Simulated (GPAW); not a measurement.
**The basis that the transmission of benzene-1,3-dithiol between two Cu chains needs**

How well does benzene-1,3-dithiol between two Cu chains conduct at low bias, and how far do basis and functional move the answer?

Program: GPAW 26.7.0. Level of theory: GPAW LCAO, PAW setups; Landauer transmission from Green's functions with principal layers (ASE), zero bias. Results are calculated unless marked as measured.

### Step 1. The structure

The cell holds 22 atoms: 10 Cu, 2 S, 4 H and 6 C. Cell: a = 17.495 Å, b = 9.000 Å, c = 28.997 Å, α = 90.0°, β = 90.0°, γ = 90.0°. Regions: left lead, 5 atoms (5 Cu); channel, 12 atoms (2 S, 4 H and 6 C); right lead, 5 atoms (5 Cu). Vacuum lies along a and b. The structure is stacked along c, and the current runs across the ab planes.

### Step 2. GPAW, dzp

The script solves lead and junction separately, takes H and S in the orbital basis, and joins semi-infinite leads through their self-energies; the dzp basis is the working standard.

Contents of run.py:

```python
import json
import numpy as np
from ase import Atoms
from ase.transport.calculators import TransportCalculator
from gpaw import GPAW, FermiDirac
from gpaw.lcao.tools import get_lcao_hamiltonian
from scipy.linalg import eigh

# The junction with lead layers at both ends, along the third cell vector
device = Atoms(
    ['Cu', 'Cu', 'Cu', 'Cu', 'Cu', 'S', 'H', 'C', 'C', 'H', 'C', 'C', 'H', 'C', 'C', 'H', 'S', 'Cu', 'Cu', 'Cu', 'Cu', 'Cu'],
    positions=[
        [8.74756, 4.50000, 1.15000],
        [8.74756, 4.50000, 3.45000],
        [8.74756, 4.50000, 5.75000],
        [8.74756, 4.50000, 8.05000],
        [8.74756, 4.50000, 10.35000],
        [10.18830, 5.65840, 11.73510],
        [13.01561, 5.65800, 12.35495],
        [11.06301, 5.64525, 13.28535],
        [12.46014, 5.65183, 13.29025],
        [9.27943, 5.66675, 14.49842],
        [10.36623, 5.64934, 14.49842],
        [13.15799, 5.65422, 14.49843],
        [14.24513, 5.66161, 14.49844],
        [12.46013, 5.65185, 15.70661],
        [11.06300, 5.64527, 15.71150],
        [13.01559, 5.65802, 16.64191],
        [10.18827, 5.65843, 17.26174],
        [8.74756, 4.50000, 18.64684],
        [8.74756, 4.50000, 20.94684],
        [8.74756, 4.50000, 23.24684],
        [8.74756, 4.50000, 25.54684],
        [8.74756, 4.50000, 27.84684]],
    cell=[[17.49513, 0.0, 0.0], [0.0, 9.0, 0.0], [0.0, 0.0, 28.99684]],
    pbc=True)

# One principal layer of the lead: the first 3 atoms of the device
lead = Atoms(
    ['Cu', 'Cu', 'Cu'],
    positions=[
        [8.74756, 4.50000, 1.15000],
        [8.74756, 4.50000, 3.45000],
        [8.74756, 4.50000, 5.75000]],
    cell=[[17.49513, 0.0, 0.0], [0.0, 9.0, 0.0], [0.0, 0.0, 6.9]],
    pbc=True)

settings = dict(mode='lcao', basis='dzp', xc='PBE', h=0.2,
                occupations=FermiDirac(0.1), maxiter=250,
                mixer=dict(beta=0.1, nmaxold=8, weight=100.0),
                convergence=dict(density=0.0001))
energies = np.arange(-2, 2 + 1e-9, 0.05)
eta = 0.0001
n1, n2 = 1, 1
# k and -k transmit alike, so half of the mesh across the current serves
mesh = [(i, j) for i in range(n1) for j in range(n2) if (i, j) <= (-i % n1, -j % n2)]
weights = np.array([1 if (i, j) == (-i % n1, -j % n2) else 2 for i, j in mesh]) / (n1 * n2)

# [... helper functions left out ...]
fermi_lead = ground_state(lead, (1, 1, 16), 'lead.txt')
fermi_device = ground_state(device, (1, 1, 3), 'device.txt')
# [... loop over the mesh left out, but for ...]
        # Shift the lead onto the potential of the device's first layer
        shift = ((H[:, 0, 0] - H0[:, 0, 0]) / S0[0, 0]).real.mean()
# [...]
kT = 8.617333e-5 * 300
bias = [0.1, 0.2, 0.5, 1.0, 1.5, 2.0]
# [... integrals and printing left out ...]
```

Run with:

```sh
$ OMP_NUM_THREADS=1 OPENBLAS_NUM_THREADS=1 python run.py
```

Log:

```text
basis functions: device 274, principal layer 45
Fermi level: lead -4.0650 eV, device -4.0490 eV; lead shifted by -0.0031 eV
largest coupling past the next layer 4.59e-05 eV, largest misfit of the first layer 0.027 eV
  E-E_F (eV)   T (one spin)  [channel counts left out]
    -2.000    4.0288e-09
    -1.950    7.5573e-04
    -1.900    3.4212e-03
    -1.850    1.1115e-02
    -1.800    4.6918e-02
    -1.750    7.5400e-01
    -1.700    1.9346e-01
    -1.650    1.0279e-01
    -1.600    6.7143e-02
    -1.550    5.5706e-02
    -1.500    5.6452e-02
    -1.450    6.7081e-02
    -1.400    8.7888e-02
    -1.350    1.1116e-01
    -1.300    1.0141e-01
    -1.250    5.1253e-02
[...]
1.650    9.1418e-05
     1.700    7.3621e-05
     1.750    5.8001e-05
     1.800    4.4413e-05
     1.850    3.2744e-05
     1.900    2.2912e-05
     1.950    1.4859e-05
     2.000    8.5481e-06
conductance at 300 K: 0.26506 G0 a cell; thermopower 92.74 uV/K
current from the zero-bias T(E) at 0.1 V: 2.1694 uA
current from the zero-bias T(E) at 0.2 V: 4.8934 uA
current from the zero-bias T(E) at 0.5 V: 14.634 uA
current from the zero-bias T(E) at 1.0 V: 30.437 uA
current from the zero-bias T(E) at 1.5 V: 48.582 uA
current from the zero-bias T(E) at 2.0 V: 54.225 uA
```

It took 2.3 min on 1 thread of Intel Xeon at 2.80GHz (Skylake/Cascade Lake), shared host; peak memory 1.5 GiB.

This step gave:

```
conductance                                    : 0.2651 G₀
largest coupling past the next principal layer : 4.59e-5 eV
largest misfit of the first principal layer    : 0.02689 eV
shift that aligns the lead                     : -0.003146 eV
basis functions of the junction                : 274
basis functions of a principal layer           : 45
transmission at the Fermi level (one spin)     : 0.2175
```

One spin. Transmission, zone mean against energy, zero at the Fermi level:

```tsv
energy (eV)	transmission, zone mean
-2.00	4.0e-9
-1.80	0.0469
-1.75	0.754
-1.60	0.0671
-1.45	0.0671
-1.25	0.0513
-1.15	0.553
-1.05	0.0726
-0.85	0.267
-0.65	0.999
-0.55	1.02
-0.50	1.00
-0.30	0.646
-0.15	0.898
-0.10	0.829
0.00	0.217
0.10	0.0620
0.30	0.0121
0.50	0.00416
0.65	0.00225
0.85	0.00113
1.05	6.2e-4
1.25	3.5e-4
1.45	1.9e-4
1.60	1.1e-4
1.80	4.4e-5
2.00	8.5e-6
```

Not self-consistent under bias; the bias window is split evenly. The current through one cell, from the zero-bias transmission by bias:

```tsv
bias (V)	current through one cell, from the zero-bias transmission (μA)
0.100	2.17
0.200	4.89
0.500	14.6
1.000	30.4
1.500	48.6
2.000	54.2
```

The transmission of the three most open eigenchannels by energy, zero at the Fermi level:

```tsv
energy (eV)	channel 1	channel 2	channel 3
-2.00	4.0e-9	1.0e-11	0
-1.90	0.00342	0	0
-1.80	0.0469	0	0
-1.70	0.187	0.00663	3.2e-7
-1.55	0.0355	0.0202	7.6e-7
-1.45	0.0488	0.0183	1.9e-6
-1.35	0.100	0.0110	3.2e-6
-1.25	0.0439	0.00731	1.8e-6
-1.15	0.549	0.00386	9.6e-7
-1.05	0.0722	3.6e-4	9.1e-7
-0.90	0.171	4.3e-4	2.6e-5
-0.80	0.438	0.00150	3.7e-5
-0.70	0.910	0.00412	4.2e-5
-0.60	0.994	0.0151	4.6e-5
-0.50	0.993	0.0111	4.7e-5
-0.40	0.747	0.0825	4.2e-5
-0.25	0.712	0.0364	3.1e-5
-0.15	0.898	3.6e-4	1.7e-7
-0.05	0.456	0	0
0.00	0.217	0	0
0.05	0.111	0	0
0.15	0.0378	0	0
0.25	0.0169	0	0
0.40	0.00676	0	0
0.50	0.00416	0	0
0.60	0.00273	0	0
0.70	0.00187	0	0
0.80	0.00133	0	0
0.90	9.7e-4	0	0
1.05	6.2e-4	0	0
1.15	4.6e-4	0	0
1.25	3.5e-4	0	0
1.35	2.6e-4	0	0
1.45	1.9e-4	0	0
1.55	1.3e-4	0	0
1.70	7.4e-5	0	0
1.80	4.4e-5	0	0
1.90	2.3e-5	0	0
2.00	8.5e-6	0	0
```

Couplings past the next layer reach 4.6e-5 eV, small enough to drop; the matrix elements of the cell's first layer differ from the bulk lead's by up to 0.027 eV. That layer keeps its own values in the calculation, and only beyond it is the lead taken as perfect. The Fermi levels of lead and junction count from different zeros of potential, one for each periodic cell; with both set to zero, the small remaining shift is what aligns them. By hand: G = 0.2651 × 77.48 μS = 20.5 μS, a resistance of 48.7 kΩ; at 0.1 V a linear junction would pass 2.05 μA, and the integral over the bias window gives 2.17 μA.

### Step 3. GPAW, szp: basis = "szp(dzp)"

One radial function a shell plus polarisation makes the matrices smaller; the question is what that costs.

run.py: that of step 2 with these lines changed.

```diff
@@ -47,3 +47,3 @@
 
-settings = dict(mode='lcao', basis='dzp', xc='PBE', h=0.2,
+settings = dict(mode='lcao', basis='szp(dzp)', xc='PBE', h=0.2,
                 occupations=FermiDirac(0.1), maxiter=250,
```

Log:

```text
basis functions: device 178, principal layer 27
Fermi level: lead -4.1130 eV, device -4.2776 eV; lead shifted by 0.0068 eV
largest coupling past the next layer 4.61e-05 eV, largest misfit of the first layer 0.027 eV
  E-E_F (eV)   T (one spin)  channels
    -2.000    6.8282e-03    1.0000
    -1.950    1.1153e-02    1.0000
    -1.900    2.2822e-02    1.0000
    -1.850    7.9593e-02    1.0000
    -1.800    9.0994e-01    1.0000
    -1.750    6.0290e-01    1.0000
    -1.700    8.4347e-02    3.0000
    -1.650    5.3078e-02    3.0000
    -1.600    3.8502e-02    3.0000
    -1.550    3.7142e-02    3.0000
    -1.500    4.7419e-02    3.0000
    -1.450    7.4407e-02    3.0000
    -1.400    1.0239e-01    3.0000
    -1.350    5.9114e-02    3.0000
    -1.300    1.7119e-02    3.0000
    -1.250    1.6763e-02    4.0000
[...]
1.650    4.4673e-08    1.0000
     1.700    2.4617e-07    1.0000
     1.750    1.4698e-06    1.0000
     1.800    3.7588e-06    1.0000
     1.850    7.1629e-06    1.0000
     1.900    1.1735e-05    1.0000
     1.950    1.7524e-05    1.0000
     2.000    2.4568e-05    1.0000
conductance at 300 K: 0.093276 G0 a cell; thermopower 183.7 uV/K
current from the zero-bias T(E) at 0.1 V: 0.88221 uA
current from the zero-bias T(E) at 0.2 V: 2.6853 uA
current from the zero-bias T(E) at 0.5 V: 12.498 uA
current from the zero-bias T(E) at 1.0 V: 24.183 uA
current from the zero-bias T(E) at 1.5 V: 39.848 uA
current from the zero-bias T(E) at 2.0 V: 44.39 uA
```

Run time: 2.3 min. Hardware: 1 thread; peak memory 1.5 GiB.

Numbers from this step:

```
conductance                                             : 0.09328 G₀
largest coupling past the next principal layer          : 4.61e-5 eV
largest misfit of the first principal layer             : 0.02722 eV
shift that aligns the lead                              : 0.006809 eV
basis functions of the junction                         : 178
basis functions of a principal layer                    : 27
transmission at the Fermi level (one spin)              : 0.04432
open channels of the lead at the Fermi level (one spin) : 1
```

One spin. Table of transmission, zone mean by energy, zero at the Fermi level:

```tsv
energy (eV)	transmission, zone mean
-2.00	0.00683
-1.85	0.0796
-1.80	0.910
-1.70	0.0843
-1.60	0.0385
-1.45	0.0744
-1.30	0.0171
-1.15	0.0246
-1.05	0.0458
-0.90	0.129
-0.75	0.588
-0.60	0.929
-0.50	0.759
-0.35	0.464
-0.20	0.980
-0.15	0.984
-0.05	0.146
0.00	0.0443
0.05	0.0193
0.20	0.00393
0.35	0.00143
0.50	6.7e-4
0.60	4.4e-4
0.75	2.5e-4
0.90	1.4e-4
1.05	8.2e-5
1.15	5.5e-5
1.30	2.6e-5
1.45	9.0e-6
1.60	8.3e-7
1.70	2.5e-7
1.85	7.2e-6
2.00	2.5e-5
```

Crossings of the lead's bands, unfolded to its shortest repeat. The open channels, zone mean by energy, zero at the Fermi level:

energy (eV), open channels, zone mean and a bar from the least value:
```
   -2.000       1.00 
   -1.800       1.00 
   -1.600       3.00 ############
   -1.400       3.00 ############
   -1.200       4.00 ##################
   -1.000       4.00 ##################
   -0.800       4.00 ##################
   -0.600       6.00 ##############################
   -0.400       4.00 ##################
   -0.200       3.00 ############
    0.000       1.00 
    0.200       1.00 
    0.400       1.00 
    0.600       1.00 
    0.800       1.00 
    1.000       1.00 
    1.200       1.00 
    1.400       1.00 
    1.600       1.00 
    1.800       1.00 
    2.000       1.00
```

Not self-consistent under bias; the bias window is split evenly. The current through one cell, from the zero-bias transmission by bias:

```tsv
bias (V)	current through one cell, from the zero-bias transmission (μA)
0.100	0.882
0.200	2.69
0.500	12.5
1.000	24.2
1.500	39.8
2.000	44.4
```

The transmission of the three most open eigenchannels by energy, zero at the Fermi level:

```tsv
energy (eV)	channel 1	channel 2	channel 3
-2.00	0.00683	0	0
-1.90	0.0228	0	0
-1.80	0.910	1.7e-11	0
-1.70	0.0561	0.0282	5.1e-7
-1.55	0.0276	0.00954	2.8e-6
-1.45	0.0681	0.00627	6.2e-6
-1.35	0.0543	0.00481	8.3e-6
-1.25	0.0144	0.00236	9.7e-7
-1.15	0.0244	2.2e-4	5.4e-8
-1.05	0.0457	1.6e-4	4.8e-6
-0.90	0.129	2.9e-4	2.1e-5
-0.80	0.359	7.1e-4	2.6e-5
-0.70	0.806	0.00206	2.9e-5
-0.60	0.923	0.00552	3.0e-5
-0.50	0.744	0.0150	3.4e-5
-0.40	0.442	0.0230	3.0e-5
-0.25	0.802	0.0127	2.1e-5
-0.15	0.983	9.3e-4	3.9e-10
-0.05	0.146	0	0
0.00	0.0443	0	0
0.05	0.0193	0	0
0.15	0.00607	0	0
0.25	0.00269	0	0
0.40	0.00109	0	0
0.50	6.7e-4	0	0
0.60	4.4e-4	0	0
0.70	3.0e-4	0	0
0.80	2.1e-4	0	0
0.90	1.4e-4	0	0
1.05	8.2e-5	0	0
1.15	5.5e-5	0	0
1.25	3.4e-5	0	0
1.35	1.9e-5	0	0
1.45	9.0e-6	0	0
1.55	2.6e-6	0	0
1.70	2.5e-7	0	0
1.80	3.8e-6	0	0
1.90	1.2e-5	0	0
2.00	2.5e-5	0	0
```

The conductance, 0.0933 G₀, lies 65 % below that of the dzp run.

### Step 4. Minimal basis

One function for each valence shell of the setup, as for a first survey of a large system.

run.py: that of step 3 with these lines changed.

```diff
@@ -47,3 +47,3 @@
 
-settings = dict(mode='lcao', basis='szp(dzp)', xc='PBE', h=0.2,
+settings = dict(mode='lcao', basis='sz(dzp)', xc='PBE', h=0.2,
                 occupations=FermiDirac(0.1), maxiter=250,
```

Log:

```text
basis functions: device 96, principal layer 18
Fermi level: lead -3.9191 eV, device -4.1545 eV; lead shifted by -0.0051 eV
largest coupling past the next layer 4.64e-05 eV, largest misfit of the first layer 0.034 eV
  E-E_F (eV)   T (one spin)  channels
    -2.000    1.1052e-02    1.0000
    -1.950    2.2465e-02    1.0000
    -1.900    8.7541e-02    1.0000
[...]
1.950    1.2094e-05    1.0000
     2.000    1.4742e-05    1.0000
conductance at 300 K: 0.035874 G0 a cell; thermopower 269.3 uV/K
current from the zero-bias T(E) at 0.1 V: 0.38395 uA
current from the zero-bias T(E) at 0.2 V: 1.4898 uA
current from the zero-bias T(E) at 0.5 V: 10.517 uA
current from the zero-bias T(E) at 1.0 V: 19.898 uA
current from the zero-bias T(E) at 1.5 V: 33.302 uA
current from the zero-bias T(E) at 2.0 V: 38.607 uA
```

Wall time 2.1 min (1 thread); peak memory 1.4 GiB.

This step gave:

| Property | Result |
| --- | --- |
| conductance | 0.03587 G₀ |
| largest coupling past the next principal layer | 4.64e-5 eV |
| largest misfit of the first principal layer | 0.03393 eV |
| shift that aligns the lead | -0.005139 eV |
| basis functions of the junction | 96 |
| basis functions of a principal layer | 18 |
| transmission at the Fermi level (one spin) | 0.009541 |

The conductance, 0.0359 G₀, lies a factor of 7.4 below that of the dzp run.

### Step 5. LDA in the dzp basis: xc = "LDA"

Back in the dzp basis, the functional changes from PBE to LDA, to set the spread between functionals beside that between bases.

run.py: that of step 4 with these lines changed.

```diff
@@ -47,3 +47,3 @@
 
-settings = dict(mode='lcao', basis='sz(dzp)', xc='PBE', h=0.2,
+settings = dict(mode='lcao', basis='dzp', xc='LDA', h=0.2,
                 occupations=FermiDirac(0.1), maxiter=250,
```

Log:

```text
basis functions: device 274, principal layer 45
Fermi level: lead -4.4336 eV, device -4.3629 eV; lead shifted by -0.0069 eV
largest coupling past the next layer 3.59e-05 eV, largest misfit of the first layer 0.028 eV
  E-E_F (eV)   T (one spin)  channels
    -2.000    4.2097e-06    1.0000
    -1.950    8.6987e-04    1.0000
    -1.900    3.8114e-03    1.0000
[...]
1.950    8.3831e-06    1.0000
     2.000    3.8689e-06    1.0000
conductance at 300 K: 0.28808 G0 a cell; thermopower 92.77 uV/K
current from the zero-bias T(E) at 0.1 V: 2.3528 uA
current from the zero-bias T(E) at 0.2 V: 5.2691 uA
current from the zero-bias T(E) at 0.5 V: 15.342 uA
current from the zero-bias T(E) at 1.0 V: 31.378 uA
current from the zero-bias T(E) at 1.5 V: 49.214 uA
current from the zero-bias T(E) at 2.0 V: 54.342 uA
```

Wall time 2.1 min (1 thread); peak memory 1.5 GiB.

Numbers from this step:

```
conductance                                    : 0.2881 G₀
largest coupling past the next principal layer : 3.59e-5 eV
largest misfit of the first principal layer    : 0.02799 eV
shift that aligns the lead                     : -0.006852 eV
basis functions of the junction                : 274
basis functions of a principal layer           : 45
transmission at the Fermi level (one spin)     : 0.2370
```

One spin. Transmission, zone mean against energy, zero at the Fermi level:

energy (eV), transmission, zone mean and a bar:
```
    -2.00       0.00 
    -1.80       0.07 ##
    -1.75       0.49 ##############
    -1.60       0.05 ##
    -1.45       0.06 ##
    -1.25       0.03 #
    -1.15       0.27 ########
    -1.05       0.06 ##
    -0.85       0.24 #######
    -0.65       0.99 #############################
    -0.55       1.01 ##############################
    -0.50       1.00 #############################
    -0.30       0.65 ###################
    -0.15       0.93 ############################
    -0.10       0.88 ##########################
     0.00       0.24 #######
     0.10       0.06 ##
     0.30       0.01 
     0.50       0.00 
     0.65       0.00 
     0.85       0.00 
     1.05       0.00 
     1.25       0.00 
     1.45       0.00 
     1.60       0.00 
     1.80       0.00 
     2.00       0.00
```

The conductance, 0.288 G₀, lies 8.7 % above that of the dzp run.

### Step 6. All levels side by side

Times are for 1 thread of Intel Xeon at 2.80GHz (Skylake/Cascade Lake), shared host. The series side by side:

```tsv
no.	run	conductance (G₀)	time	memory (GiB)
1	dzp	0.2651	2.3 min	1.5
2	szp	0.09328	2.3 min	1.5
3	sz	0.03587	2.1 min	1.4
4	dzp LDA	0.2881	2.1 min	1.5
```

### Step 7. The levels side by side

The curves are compared point by point over the common energies.

This step: comparison of transmission and cost over codes and levels (GPAW 26.7.0).

Ladder, by row:

```tsv
step	code	T at the Fermi level (sum over the listed spins)	conductance (G0)	r.m.s. T(E) from the first	wall time (s)	peak memory (GiB)	threads
dzp	GPAW	0.2175	0.2651	0	138.1	1.51	1
szp	GPAW	0.04432	0.09328	0.1454	138.2	1.5	1
sz	GPAW	0.009541	0.03587	0.2249	123.2	1.45	1
dzp-LDA	GPAW	0.237	0.2881	0.04593	126.6	1.52	1
```

The transmission, zone mean, sum over the listed spins by energy, zero at the Fermi level:

```tsv
energy (eV)	dzp	szp	sz	dzp-LDA
-2.00	4.0e-9	0.00683	0.0111	4.2e-6
-1.85	0.0111	0.0796	0.930	0.0132
-1.75	0.754	0.603	0.0501	0.489
-1.70	0.193	0.0843	0.0325	0.143
-1.50	0.0565	0.0474	0.0408	0.0504
-1.35	0.111	0.0591	0.0225	0.0897
-1.20	0.0259	0.0482	0.0369	0.0222
-1.15	0.553	0.0246	0.0393	0.275
-1.05	0.0726	0.0458	0.0621	0.0636
-0.90	0.171	0.129	0.178	0.154
-0.70	0.915	0.808	0.746	0.880
-0.55	1.02	0.875	0.682	1.01
-0.40	0.829	0.465	0.292	0.854
-0.25	0.748	0.814	0.918	0.754
-0.15	0.898	0.984	0.970	0.931
-0.10	0.829	0.805	0.471	0.884
0.00	0.217	0.0443	0.00954	0.237
0.10	0.0620	0.0102	0.00208	0.0644
0.25	0.0169	0.00269	5.5e-4	0.0167
0.40	0.00676	0.00109	2.2e-4	0.00652
0.55	0.00334	5.4e-4	1.1e-4	0.00316
0.70	0.00187	3.0e-4	6.2e-5	0.00174
0.90	9.7e-4	1.4e-4	2.9e-5	8.8e-4
1.05	6.2e-4	8.2e-5	1.6e-5	5.6e-4
1.20	4.0e-4	4.4e-5	7.2e-6	3.5e-4
1.35	2.6e-4	1.9e-5	2.1e-6	2.2e-4
1.50	1.6e-4	5.3e-6	6.0e-8	1.3e-4
1.70	7.4e-5	2.5e-7	2.0e-6	5.7e-5
1.85	3.3e-5	7.2e-6	7.2e-6	2.3e-5
2.00	8.5e-6	2.5e-5	1.5e-5	3.9e-6
```

(Part 1 of 2 ends here.)

[Logs are printed without paths, hosts, clocks, repeated set-up lines and the standing remarks that a program may print on its own settings, such as how far it seeks lower states.]

[Hosts, paths, dates, database ids (printed as entryN), source tags and the programs' standing remarks are cut or masked in the printed files.]
